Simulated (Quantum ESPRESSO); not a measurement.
# Magnetic state of Ba2FeMoO6 from several starts, part 2 of 2

Wanted: the moments of Ba2FeMoO6 and the energy of each order that was tried.

Quantum ESPRESSO 7.5; PBEsol; plane waves with GBRV 1.5 PBEsol potentials, no spin-orbit coupling.

So far, absolute magnetization (μB): step 2 (start 1: ferro ++) 4.72.

### 3. Run 2, typed as ferri +−

File pw.in:

```
&CONTROL
  calculation = 'scf'
  prefix = 'pwscf'
  outdir = './tmp'
  pseudo_dir = './pseudo'
  disk_io = 'nowf'
/
&SYSTEM
  ibrav = 0
  nat = 10
  ntyp = 4
  ecutwfc = 40
  ecutrho = 280
  nbnd = 58
  occupations = 'smearing'
  smearing = 'fd'
  degauss = 0.00367493
  nspin = 2
  starting_magnetization(1) = 0
  starting_magnetization(2) = 0.25
  starting_magnetization(3) = -0.1429
  starting_magnetization(4) = 0
/
&ELECTRONS
  conv_thr = 2d-08
  electron_maxstep = 150
  mixing_beta = 0.3
/
ATOMIC_SPECIES
Ba    137.3270 ba_pbesol_v1.uspp.F.UPF
Fe     55.8450 fe_pbesol_v1.5.uspp.F.UPF
Mo     95.9500 mo_pbesol_v1.uspp.F.UPF
O      15.9990 o_pbesol_v1.2.uspp.F.UPF
CELL_PARAMETERS angstrom
   0.0000000000    4.0345000000    4.0345000000
   4.0345000000    0.0000000000    4.0345000000
   4.0345000000    4.0345000000    0.0000000000
ATOMIC_POSITIONS crystal
Ba      0.2500000000    0.2500000000    0.2500000000
Ba      0.7500000000    0.7500000000    0.7500000000
Fe      0.5000000000    0.5000000000    0.5000000000
Mo      0.0000000000    0.0000000000    0.0000000000
O       0.7568000000    0.2432000000    0.2432000000
O       0.2432000000    0.7568000000    0.2432000000
O       0.2432000000    0.7568000000    0.7568000000
O       0.7568000000    0.2432000000    0.7568000000
O       0.2432000000    0.2432000000    0.7568000000
O       0.7568000000    0.7568000000    0.2432000000
K_POINTS automatic
4 4 4 0 0 0
```

Launch:

```bash
$ OMP_NUM_THREADS=1 mpirun -n 4 pw.x -nk 4 -in pw.in > pw.out
```

What it wrote:

```text
[banner, memory and clock lines left out]
Program PWSCF v.7.5 starts

     Message from routine setup:
     using ibrav=0 with symmetry is DISCOURAGED, use correct ibrav instead

     bravais-lattice index     =            0
     lattice parameter (alat)  =      10.7821  a.u.
     unit-cell volume          =     886.3306 (a.u.)^3
     number of atoms/cell      =           10
     number of atomic types    =            4
     number of electrons       =        86.00
     number of Kohn-Sham states=           58
     kinetic-energy cutoff     =      40.0000  Ry
     charge density cutoff     =     280.0000  Ry
     scf convergence threshold =      2.0E-08
     mixing beta               =       0.3000
     number of iterations used =            8  plain     mixing
     Exchange-correlation= SLA  PW   PSX  PSC
                           (   1   4  10   8   0   0   0)

     celldm(1)=  10.782106  celldm(2)=   0.000000  celldm(3)=   0.000000
     celldm(4)=   0.000000  celldm(5)=   0.000000  celldm(6)=   0.000000

     crystal axes: (cart. coord. in units of alat)
               a(1) = (   0.000000   0.707107   0.707107 )
               a(2) = (   0.707107   0.000000   0.707107 )
               a(3) = (   0.707107   0.707107   0.000000 )

     reciprocal axes: (cart. coord. in units 2 pi/alat)
               b(1) = ( -0.707107  0.707107  0.707107 )
               b(2) = (  0.707107 -0.707107  0.707107 )
               b(3) = (  0.707107  0.707107 -0.707107 )

     PseudoPot. # 1 for Ba read from file:
     ba_pbesol_v1.uspp.F.UPF
     Pseudo is Ultrasoft + core correction, Zval = 10.0

     PseudoPot. # 2 for Fe read from file:
     fe_pbesol_v1.5.uspp.F.UPF
     Pseudo is Ultrasoft + core correction, Zval = 16.0

     PseudoPot. # 3 for Mo read from file:
     mo_pbesol_v1.uspp.F.UPF
     Pseudo is Ultrasoft + core correction, Zval = 14.0

     PseudoPot. # 4 for O  read from file:
     o_pbesol_v1.2.uspp.F.UPF
     Pseudo is Ultrasoft + core correction, Zval =  6.0

     atomic species   valence    mass     pseudopotential
     Ba               10.00   137.32700     Ba( 1.00)
     Fe               16.00    55.84500     Fe( 1.00)
     Mo               14.00    95.95000     Mo( 1.00)
     O                 6.00    15.99900     O ( 1.00)

     Starting magnetic structure
     atomic species   magnetization
     Ba              0.000
     Fe              0.250
     Mo             -0.143
     O               0.000

     48 Sym. Ops., with inversion, found

   Cartesian axes

     site n.     atom                  positions (alat units)
         1        Ba     tau(   1) = (   0.3535534   0.3535534   0.3535534  )
         2        Ba     tau(   2) = (   1.0606602   1.0606602   1.0606602  )
         3        Fe     tau(   3) = (   0.7071068   0.7071068   0.7071068  )
         4        Mo     tau(   4) = (   0.0000000   0.0000000   0.0000000  )
         5        O      tau(   5) = (   0.3439367   0.7071068   0.7071068  )
         6        O      tau(   6) = (   0.7071068   0.3439367   0.7071068  )
         7        O      tau(   7) = (   1.0702768   0.7071068   0.7071068  )
         8        O      tau(   8) = (   0.7071068   1.0702768   0.7071068  )
         9        O      tau(   9) = (   0.7071068   0.7071068   0.3439367  )
        10        O      tau(  10) = (   0.7071068   0.7071068   1.0702768  )

     number of k points=     8  Fermi-Dirac smearing, width (Ry)=  0.0037
                       cart. coord. in units 2pi/alat
        k(    1) = (   0.0000000   0.0000000   0.0000000), wk =   0.0156250
        k(    2) = (   0.1767767   0.1767767  -0.1767767), wk =   0.1250000
        k(    3) = (  -0.3535534  -0.3535534   0.3535534), wk =   0.0625000
        k(    4) = (   0.3535534   0.0000000   0.0000000), wk =   0.0937500
        k(    5) = (  -0.1767767  -0.5303301   0.5303301), wk =   0.3750000
        k(    6) = (   0.0000000  -0.3535534   0.3535534), wk =   0.1875000
        k(    7) = (  -0.7071068   0.0000000   0.0000000), wk =   0.0468750
        k(    8) = (  -0.7071068   0.3535534   0.0000000), wk =   0.0937500

     Dense  grid:    70049 G-vectors     FFT dimensions: (  60,  60,  60)

     Smooth grid:    30395 G-vectors     FFT dimensions: (  45,  45,  45)

     Check: negative core charge=   -0.000012
     Generating pointlists ...
     new r_m :   0.2063 (alat units)  2.2242 (a.u.) for type    1
     new r_m :   0.1498 (alat units)  1.6152 (a.u.) for type    2
     new r_m :   0.1419 (alat units)  1.5297 (a.u.) for type    3
     new r_m :   0.1419 (alat units)  1.5297 (a.u.) for type    4

     Initial potential from superposition of free atoms

     starting charge      84.9714, renormalised to      86.0000

     negative rho (up, down):  9.658E-02 9.649E-02
     Starting wfcs are   76 randomized atomic wfcs

     Self-consistent Calculation

     iteration #  1     ecut=    40.00 Ry     beta= 0.30
     Davidson diagonalization with overlap
     ethr =  1.00E-02,  avg # of iterations =  2.0

     negative rho (up, down):  9.405E-02 9.392E-02

     total energy              =    -722.87893167 Ry
     estimated scf accuracy    <       4.61799873 Ry

     total magnetization       =     4.00 Bohr mag/cell
     absolute magnetization    =     4.12 Bohr mag/cell

     iteration #  2     ecut=    40.00 Ry     beta= 0.30
     Davidson diagonalization with overlap
     ethr =  5.37E-03,  avg # of iterations =  3.1

     negative rho (up, down):  9.339E-02 9.328E-02

     total energy              =    -721.38421449 Ry
     estimated scf accuracy    <      24.50363298 Ry

     total magnetization       =     0.00 Bohr mag/cell
     absolute magnetization    =     1.27 Bohr mag/cell

     [... further iterations left out ...]

     iteration # 13     ecut=    40.00 Ry     beta= 0.30
     Davidson diagonalization with overlap
     ethr =  3.54E-09,  avg # of iterations =  1.5

     negative rho (up, down):  8.790E-02 8.755E-02

     total energy              =    -724.11329191 Ry
     estimated scf accuracy    <       0.00000047 Ry

     total magnetization       =     4.00 Bohr mag/cell
     absolute magnetization    =     4.72 Bohr mag/cell

     iteration # 14     ecut=    40.00 Ry     beta= 0.30
     Davidson diagonalization with overlap
     ethr =  5.45E-10,  avg # of iterations =  1.1

     negative rho (up, down):  8.790E-02 8.755E-02

     Magnetic moment per site  (integrated on atomic sphere of radius R)
     atom   1 (R=0.206)  charge=  6.9068  magn= -0.0050
     atom   2 (R=0.206)  charge=  6.9068  magn= -0.0050
     atom   3 (R=0.150)  charge= 13.2759  magn=  3.5584
     atom   4 (R=0.142)  charge=  8.8824  magn= -0.1784
     atom   5 (R=0.142)  charge=  5.3766  magn=  0.0848
     atom   6 (R=0.142)  charge=  5.3766  magn=  0.0848
     atom   7 (R=0.142)  charge=  5.3766  magn=  0.0848
     atom   8 (R=0.142)  charge=  5.3766  magn=  0.0848
     atom   9 (R=0.142)  charge=  5.3766  magn=  0.0848
     atom  10 (R=0.142)  charge=  5.3766  magn=  0.0848

     End of self-consistent calculation

     [... lines left out ...]
     the Fermi energy is    12.4888 ev

!    total energy              =    -724.11329200 Ry
     estimated scf accuracy    <          6.6E-09 Ry
     smearing contrib. (-TS)   =      -0.00082569 Ry
     internal energy E=F+TS    =    -724.11246631 Ry

     The total energy is F=E-TS. E is the sum of the following terms:
     one-electron contribution =    -281.50870351 Ry
     hartree contribution      =     191.81063807 Ry
     xc contribution           =    -146.83271653 Ry
     ewald contribution        =    -487.58168434 Ry

     total magnetization       =     4.00 Bohr mag/cell
     absolute magnetization    =     4.72 Bohr mag/cell

     convergence has been achieved in  14 iterations
```

Elapsed: 44 s, on 4 MPI ranks of Arm Neoverse V1, shared host; peak memory 0.85 GiB.

Spin moment in the atom's sphere by atom:

```csv
atom,spin moment in the atom's sphere (μB)
Ba1,-0.01
Ba2,-0.01
Fe3,3.56
Mo4,-0.18
O5,0.08
O6,0.08
O7,0.08
O8,0.08
O9,0.08
O10,0.08
```

This step gave:

* smearing term TS: 0.01123 eV
* magnetization: 4 μB
* absolute magnetization: 4.723 μB
* final state: ferrimagnetic

Spin density in the ac plane of the conventional cell at fractional y = 0.000, with atoms of Fe and Mo and O within 0.2 Å of it.

Ten even steps from '0' (-0.1 e/Å³) to '9' (7.7 e/Å³), each cell a mean:
```
00000000002751000000000
00000000000110000000000
00000000000000000000000
00000000000000000000000
00000000000000000000000
00000000000000000000000
00000000000000000000000
00000000000000000000000
00000000000000000000000
10000000000000000000001
72000000000000000000015
93000000000000000000017
31000000000000000000002
00000000000000000000000
00000000000000000000000
00000000000000000000000
00000000000000000000000
00000000000000000000000
00000000000000000000000
00000000000000000000000
00000000000000000000000
00000000001320000000000
00000000003971000000000
```
Columns run along a (8.1 Å), rows up along c (8.1 Å), edges of the conventional cell, whose origin can differ from the input's. Atoms in or near the plane, at fractional coordinates: Fe at (0.50, 0.00), Fe at (0.00, 0.50), Mo at (0.00, 0.00), Mo at (0.50, 0.50), O at (0.24, 0.00), O at (0.74, 0.50), O at (0.76, 0.00), O at (0.26, 0.50), O at (0.00, 0.24), O at (0.50, 0.74), O at (0.50, 0.26), O at (0.00, 0.76).

Valence density in the ac plane of the conventional cell at fractional y = 0.000, with atoms of Fe and Mo and O within 0.2 Å of it. It is the smooth field of the valence electrons, not physical close to the nuclei.

Values in e/Å³, 12 rows by 16 columns, each cell a mean:
```
 4  2  1  3  3  1  1  8 11  1  0  2  4  1  1  4
 1  0  0  0  0  0  0  1  1  0  0  0  0  0  0  1
 5  1  0  0  0  0  1  3  4  1  0  0  0  0  1  4
 3  1  0  0  0  0  1  3  4  1  0  0  0  0  0  2
 1  0  0  0  1  0  0  1  1  1  0  0  0  0  0  1
16  2  1  3  5  2  1  5  4  3  1  4  5  1  1 12
11  1  0  2  4  1  1  4  4  2  1  3  3  1  1  8
 1  0  0  0  0  0  0  1  1  0  0  0  0  0  0  1
 4  1  0  0  0  0  1  4  5  1  0  0  0  0  1  3
 4  1  0  0  0  0  0  2  3  1  0  0  0  0  1  3
 1  1  0  0  0  0  0  1  1  0  0  0  1  0  0  1
 4  3  1  4  5  1  1 12 16  2  1  3  5  2  1  5
```
Columns run along a (8.1 Å), rows up along c (8.1 Å), edges of the conventional cell, whose origin can differ from the input's. Atoms in or near the plane, at fractional coordinates: Fe at (0.50, 0.00), Fe at (0.00, 0.50), Mo at (0.00, 0.00), Mo at (0.50, 0.50), O at (0.24, 0.00), O at (0.74, 0.50), O at (0.76, 0.00), O at (0.26, 0.50), O at (0.00, 0.24), O at (0.50, 0.74), O at (0.50, 0.26), O at (0.00, 0.76).

### 4. Ranking

An order is kept where moments of 0.15 μB or more survive with the typed signs; meshes match where a doubled cell samples the same k points as the first cell.

Ferrimagnetic means that a moment over 0.15 μB on a transition or rare-earth metal, induced ones included, opposes the net moment. Orders:

```csv
start,final state,typed order kept,energy over the lowest (meV a seeded atom),largest site moment (μB),net moment (μB a cell of the first run),mesh matched,CPU time (s)
ferro ++,ferrimagnetic,no,0,3.558,4,yes,190.2
ferri +-,ferrimagnetic,yes,0,3.558,4,yes,174
```

### 5. Outcome

```
lowest state found  : ferrimagnetic (from ferro ++ and ferri +-)
largest site moment : 3.56 μB
```

1 start left the typed signs, so such an energy belongs to the state reached, not the one typed. This is the lowest of 2 collinear or spinless starts, no proof of the ground state. No Hubbard term acts here. In such compounds local and semilocal functionals without one often delocalise the d electrons, and can shrink or lose moments and miss the size, sign and order of the couplings. The smearing term is large for its width, so states at the Fermi level are partly filled: at this level the cell is a metal or has a gap of a few widths at most.

[Logs and program files are shortened in this print: banners, set-up blocks, solver, clock and traceback lines can be left out without a mark of their own.]

[Logs are printed without paths, hosts, clocks, repeated set-up lines and the standing remarks that a program may print on its own settings, such as how far it seeks lower states.]

[Hosts, paths, dates, database ids (printed as entryN), source tags and the programs' standing remarks are cut or masked in the printed files.]

[Where a cell is said to come from a database of computed structures, the database is the Materials Project.]
